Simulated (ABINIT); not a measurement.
Planning a run of ABINIT 10.8.3 on Y2CrH6 (Fm-3m). The input:

```
acell 3*1.0 Angstrom
rprim 
  0.000000000000 3.499313000000 3.499313000000
  3.499313000000 0.000000000000 3.499313000000
  3.499313000000 3.499313000000 -0.000000000000
ntypat 3
znucl 39 24 1
natom 9
typat 1 1 2 3 3 3 3 3 3
xred 
  0.750000000000 0.750000000000 0.750000000000
  0.250000000000 0.250000000000 0.250000000000
  0.000000000000 0.000000000000 0.000000000000
  0.754389000000 0.754389000000 0.245611000000
  0.245611000000 0.754389000000 0.245611000000
  0.754389000000 0.245611000000 0.245611000000
  0.245611000000 0.245611000000 0.754389000000
  0.754389000000 0.245611000000 0.754389000000
  0.245611000000 0.754389000000 0.754389000000
pp_dirpath "pseudos"
pseudos "Y.upf, Cr.upf, H.upf"
ecut 43
ngkpt 6 6 6
nshiftk 1
shiftk 0 0 0
kptopt 1
chksymbreak 0
nband 29
occopt 1
tolvrs 1e-10
nstep 60
prtwf 0
optforces 0
optstress 0
indata_prefix "in"
outdata_prefix "out"
tmpdata_prefix "tmp"
```

```sh
OMP_NUM_THREADS=1 mpirun -n 4 abinit run.abi > log
```

Question: Estimate wall time and host memory on 4 MPI ranks of Arm Neoverse N1, shared host.

It took 1.9 min; on shared hardware allow 57 s to 3.8 min. Peak host memory was 0.5 GiB.

[Paths, hosts, dates, memory and timing lines, banners, echoed tables and standing remarks are left out of the program output.]

[Logs are printed without paths, hosts, clocks, repeated set-up lines and the standing remarks that a program may print on its own settings, such as how far it seeks lower states.]

[Runs of the session that timed out or met a known fault of the program may be left out.]

[Hosts, paths, dates, database ids (printed as entryN), source tags and the programs' standing remarks are cut or masked in the printed files.]

[G0W0 gaps are taken among the corrected bands and points alone; a level outside them can change the order at an edge.]

[Where Ansatz stands beside ABINIT at settings called matched, ABINIT's density can come from a denser mesh and the files from another edition; pairs whose starting gaps differed by over 0.03 eV were left out, so agreement reads better than it is.]
